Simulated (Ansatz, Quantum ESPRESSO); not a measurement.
# The work function of Nb(100), 7 layers, level by level, part 6 of 6

Wanted: work functions and the surface dipole of Nb(100), 7 layers at several levels, with their cost.

Quantum ESPRESSO 7.5; plane-wave DFT, PBE, GBRV ultrasoft pseudopotentials; geometry and cross-check by Ansatz 0.2.0 with PAW datasets.

So far. Step 12 (Electrostatic potential): The upper face goes from 3.624 eV (PBE, GBRV) to 3.688 eV, a change of +0.065 eV. Step 14 (Potential by pp.x): The upper face goes from 3.624 eV (PBE, GBRV) to 3.638 eV, a change of +0.015 eV.

### Step 16. SCF with pw.x, with K_POINTS = [4, 4, 1]

How much does a setting matter? One run is repeated with a change.

Level of this step: plane-wave DFT, PBE, GBRV ultrasoft pseudopotentials (Quantum ESPRESSO 7.5).

esm.w0.in

```
&control
  prefix = 'esm.w0'
  outdir = './out'
  pseudo_dir = './pseudo'
  calculation = 'scf'
  tprnfor = .true.
/
&system
  ibrav = 0
  nat = 7
  ntyp = 1
  ecutwfc = 40
  ecutrho = 200
  occupations = 'smearing'
  smearing = 'mv'
  degauss = 0.02
  assume_isolated = 'esm'
  esm_bc = 'bc1'
/
&electrons
  conv_thr = 1e-07
  mixing_beta = 0.4
  electron_maxstep = 120
  mixing_mode = 'local-TF'
/
ATOMIC_SPECIES
  Nb  92.9064  nb_pbe_v1.uspp.F.UPF
CELL_PARAMETERS angstrom
  3.30000000000000 0.00000000000000 0.00000000000000
  0.00000000000000 3.30000000000000 0.00000000000000
  0.00000000000000 0.00000000000000 25.90000000000000
ATOMIC_POSITIONS crystal
  Nb  -0.000000000000 0.000000000000 -0.185049949741
  Nb  0.500000000000 0.500000000000 -0.128459136996
  Nb  0.000000000000 0.000000000000 -0.063706567283
  Nb  0.500000000000 0.500000000000 -0.000000003583
  Nb  0.000000000000 0.000000000000 0.063706560117
  Nb  0.500000000000 0.500000000000 0.128459137114
  Nb  -0.000000000000 0.000000000000 0.185049949741
K_POINTS automatic
  4 4 1 0 0 0
```

Started as:

```console
OMP_NUM_THREADS=1 mpirun -n 4 pw.x -nk 1 -in esm.w0.in > esm.w0.out
```

The program printed:

```text
[banner, memory and clock lines left out]
Program PWSCF v.7.5 starts
[citation notice left out]

[...]
Message from routine setup:
[...]
bravais-lattice index     =            0
     lattice parameter (alat)  =       6.2361  a.u.
     unit-cell volume          =    1903.3745 (a.u.)^3
     number of atoms/cell      =            7
     number of atomic types    =            1
     number of electrons       =        91.00
     number of Kohn-Sham states=           55
     kinetic-energy cutoff     =      40.0000  Ry
     charge density cutoff     =     200.0000  Ry
     scf convergence threshold =      1.0E-07
     mixing beta               =       0.4000
     number of iterations used =            8  local-TF  mixing
     Exchange-correlation= SLA  PW   PBE  PBE
                           (   1   4   3   4   0   0   0)

     Effective Screening Medium Method
     Boundary Conditions: Vacuum-Slab-Vacuum
     total charge in unit cell        =   0.0000
     grid points for fit at edges     =        4

[...]
PseudoPot. # 1 for Nb read from file:
     ./pseudo/nb_pbe_v1.uspp.F.UPF
     Pseudo is Ultrasoft + core correction, Zval = 13.0
     Generated by new atomic code, or converted to UPF format
     Using radial grid of  887 points,  6 beta functions with:
                l(1) =   0
                l(2) =   0
                l(3) =   1
                l(4) =   1
                l(5) =   2
                l(6) =   2
     Q(r) pseudized with  6 coefficients,  rinner =    1.000   1.000   1.000
                                                       1.000   1.000

     atomic species   valence    mass     pseudopotential
     Nb               13.00    92.90640     Nb( 1.00)

     16 Sym. Ops., with inversion, found

[...]
number of k points=     6  Marzari-Vanderbilt smearing, width (Ry)=  0.0200
[...]
Dense  grid:    90777 G-vectors     FFT dimensions: (  30,  30, 225)

     Smooth grid:    65181 G-vectors     FFT dimensions: (  25,  25, 200)

     Check: negative core charge=   -0.000001

     Initial potential from superposition of free atoms

     starting charge      90.9809, renormalised to      91.0000

     negative rho (up, down):  4.580E-03 0.000E+00
     Starting wfcs are   91 randomized atomic wfcs

     per-process dynamical memory:    36.8 Mb

     Self-consistent Calculation

     iteration #  1     ecut=    40.00 Ry     beta= 0.40
     Davidson diagonalization with overlap
     ethr =  1.00E-02,  avg # of iterations =  1.5

     negative rho (up, down):  1.874E-03 0.000E+00

     total energy              =    -825.28685664 Ry
     estimated scf accuracy    <       5.61982993 Ry

     iteration #  2     ecut=    40.00 Ry     beta= 0.40
[...]
negative rho (up, down):  2.465E-04 0.000E+00

[...]
total energy              =    -825.02100157 Ry
     estimated scf accuracy    <       2.47232396 Ry

     iteration #  3     ecut=    40.00 Ry     beta= 0.40
[...]
negative rho (up, down):  4.077E-04 0.000E+00

[...]
total energy              =    -825.07091675 Ry
     estimated scf accuracy    <       1.23655596 Ry

     iteration #  4     ecut=    40.00 Ry     beta= 0.40
[...]
negative rho (up, down):  6.304E-05 0.000E+00

[...]
total energy              =    -825.15038292 Ry
     estimated scf accuracy    <       3.88297064 Ry

     iteration #  5     ecut=    40.00 Ry     beta= 0.40
[...]
negative rho (up, down):  4.733E-05 0.000E+00

[...]
total energy              =    -825.21105352 Ry
     estimated scf accuracy    <       0.68045196 Ry

     iteration #  6     ecut=    40.00 Ry     beta= 0.40
[...]
negative rho (up, down):  4.501E-05 0.000E+00

[...]
total energy              =    -825.22354463 Ry
     estimated scf accuracy    <       0.27517873 Ry

[...]
iteration # 41     ecut=    40.00 Ry     beta= 0.40
[...]
negative rho (up, down):  4.464E-03 0.000E+00

[...]
total energy              =    -825.30985826 Ry
     estimated scf accuracy    <       0.00000024 Ry

     iteration # 42     ecut=    40.00 Ry     beta= 0.40
[...]
negative rho (up, down):  4.467E-03 0.000E+00

[...]
total energy              =    -825.30985544 Ry
     estimated scf accuracy    <       0.00000078 Ry

     iteration # 43     ecut=    40.00 Ry     beta= 0.40
[...]
negative rho (up, down):  4.469E-03 0.000E+00

[...]
total energy              =    -825.30984112 Ry
     estimated scf accuracy    <       0.00000058 Ry

     iteration # 44     ecut=    40.00 Ry     beta= 0.40
[...]
negative rho (up, down):  4.493E-03 0.000E+00

[...]
End of self-consistent calculation

          k = 0.0000 0.0000 0.0000 (  8107 PWs)   bands (ev):

   -58.6046 -58.6045 -58.1260 -58.0372 -57.8943 -57.8314 -57.7656 -34.8249
   -34.8230 -34.6699 -34.6699 -34.6662 -34.6662 -34.4192 -34.3621 -34.2743
   -34.2743 -34.1052 -34.0575 -34.0575 -33.8336 -33.7930 -33.7930 -33.6322
   -33.6322 -33.5876 -33.5038 -33.5038  -9.3973  -8.6220  -7.5036  -7.4753
    -7.2880  -7.1847  -6.6816  -6.4593  -6.2971  -6.0916  -4.9202  -3.5898
    -3.5594  -3.4903  -3.4505  -3.4505  -3.4214  -3.4214  -3.3136  -3.2714
    -3.2559  -3.2559  -2.8708  -2.8708  -2.5262  -1.9524  -1.8419

          k = 0.0000 0.2500 0.0000 (  8159 PWs)   bands (ev):

   -58.5774 -58.5774 -58.0701 -58.0087 -57.8969 -57.8593 -57.8100 -34.9358
   -34.9353 -34.8259 -34.8239 -34.5794 -34.5783 -34.5210 -34.4922 -34.2326
   -34.2190 -34.1736 -34.0265 -33.9282 -33.9083 -33.8337 -33.7318 -33.7243
   -33.6925 -33.6236 -33.5401 -33.5372  -8.2657  -7.7442  -7.1426  -6.8321
    -6.7759  -6.6992  -6.5622  -6.4124  -5.7804  -4.9453  -4.7659  -4.6603
    -4.4570  -4.3725  -4.2280  -4.1895  -3.9973  -3.5566  -3.5159  -3.3358
    -3.1698  -2.2509  -2.2448  -2.0485  -2.0151  -1.8644  -1.5917

[...]
the Fermi energy is    -3.6378 ev

!    total energy              =    -825.30981997 Ry
     estimated scf accuracy    <       0.00000009 Ry
     smearing contrib. (-TS)   =      -0.00074590 Ry
     internal energy E=F+TS    =    -825.30907406 Ry

     The total energy is F=E-TS. E is the sum of the following terms:
     one-electron contribution =   18957.19435046 Ry
     hartree contribution      =   -9502.94691034 Ry
     xc contribution           =    -128.84242015 Ry
     ewald contribution        =  -10150.71409404 Ry

     convergence has been achieved in  44 iterations

     negative rho (up, down):  4.493E-03 0.000E+00

     Forces acting on atoms (cartesian axes, Ry/au):

     atom    1 type  1   force =     0.00000000    0.00000000    0.00914786
     atom    2 type  1   force =     0.00000000    0.00000000   -0.00962375
     atom    3 type  1   force =     0.00000000    0.00000000   -0.00817717
     atom    4 type  1   force =     0.00000000    0.00000000    0.00000000
     atom    5 type  1   force =     0.00000000    0.00000000    0.00817717
     atom    6 type  1   force =     0.00000000    0.00000000    0.00962375
     atom    7 type  1   force =     0.00000000    0.00000000   -0.00914786

     Total force =     0.022053     Total SCF correction =     0.000657

[...]
```

Run time: 81 s. Hardware: 4 MPI ranks of Arm Neoverse V1, shared host; peak memory 0.55 GiB.

The changed values were drawn from a wide range, not chosen for quality; the comparison shows what they did here together.

Beside the run it was changed from:

| quantity | this run | unchanged run | difference |
| --- | --- | --- | --- |
| vacuum line at the upper end of the cell, over the Fermi level (eV) | 3.638 | 3.627 | 0.011 |
| vacuum line at the lower end of the cell, over the Fermi level (eV) | 3.638 | 3.627 | 0.011 |
| free energy (eV) | -11228.91 | -11228.65 | -0.26 |
| wall time (s) | 81 | 176 |  |
| SCF iterations | 44 | 37 |  |

The free energy moves by -38 meV an atom.

Levels move by up to 11 meV, which is small.

### Step 17. By hand

In the first self-consistent run, on its own zero, the Fermi level is 6.228 eV and the upper vacuum level 9.852 eV: φ = 9.852 − (6.228) = 3.624 eV.

### Step 18. Outcome

* work function of the upper face, PBE, GBRV: 3.62 eV
* work function of the lower face, PBE, GBRV: 3.62 eV
* upper face by ESM: 3.63 eV
* upper face by Ansatz: 3.60 eV

In words: At the first level (PBE, GBRV ultrasoft) the work function comes to 3.62 eV on both faces. ESM differs from the periodic treatment by +4 meV on the upper face and +3 meV on the lower. Over the levels tried the upper face spans 3.57 eV (QE PBE SG15 norm-conserving, periodic) to 3.69 eV (QE Wu-Cohen GBRV ultrasoft, periodic). Quantum ESPRESSO and Ansatz give 3.62 and 3.60 eV for the upper face, which agree. Ansatz ran with Fermi-Dirac smearing of 0.1 eV against cold smearing of 0.02 Ry, which alone can move a level by some tens of meV. With 8×8 points and so few layers the values hold to some 0.05 to 0.1 eV. The slab is cut at a tabulated measured bulk lattice constant, given to two decimals.

Calculation against experiment:

```
                             quantity  measured      QE PBE GBRV  QE PBE GBRV, ESM bc1      QE PBE SG15  QE Wu-Cohen GBRV     QE PW91 GBRV   Ansatz PBE PAW
work function (clean (100) face) (eV)      3.97  3.62 (-0.35 eV)       3.63 (-0.34 eV)  3.57 (-0.40 eV)   3.69 (-0.28 eV)  3.64 (-0.33 eV)  3.60 (-0.37 eV)
```

Measured values from arxiv:1902.07811 (2019).

Verdict: For the work function, of the levels listed nearest comes QE Wu-Cohen GBRV (-0.28 eV, a clear miss) and farthest QE PBE SG15 (-0.40 eV, a clear miss). The grades are ours: good and fair within 3 and 7 % for the work function. Other measurements of the same face can differ from the value quoted by 0.1 to 0.2 eV.

[Logs are printed without paths, hosts, clocks, repeated set-up lines and the standing remarks that a program may print on its own settings, such as how far it seeks lower states.]

[Hosts, paths, dates, database ids (printed as entryN), source tags and the programs' standing remarks are cut or masked in the printed files.]

[Maps of the electrostatic potential energy from Ansatz leave out the sawtooth potential of an applied field or a dipole correction, so their vacuum need not be flat; planar profiles and work functions include it.]
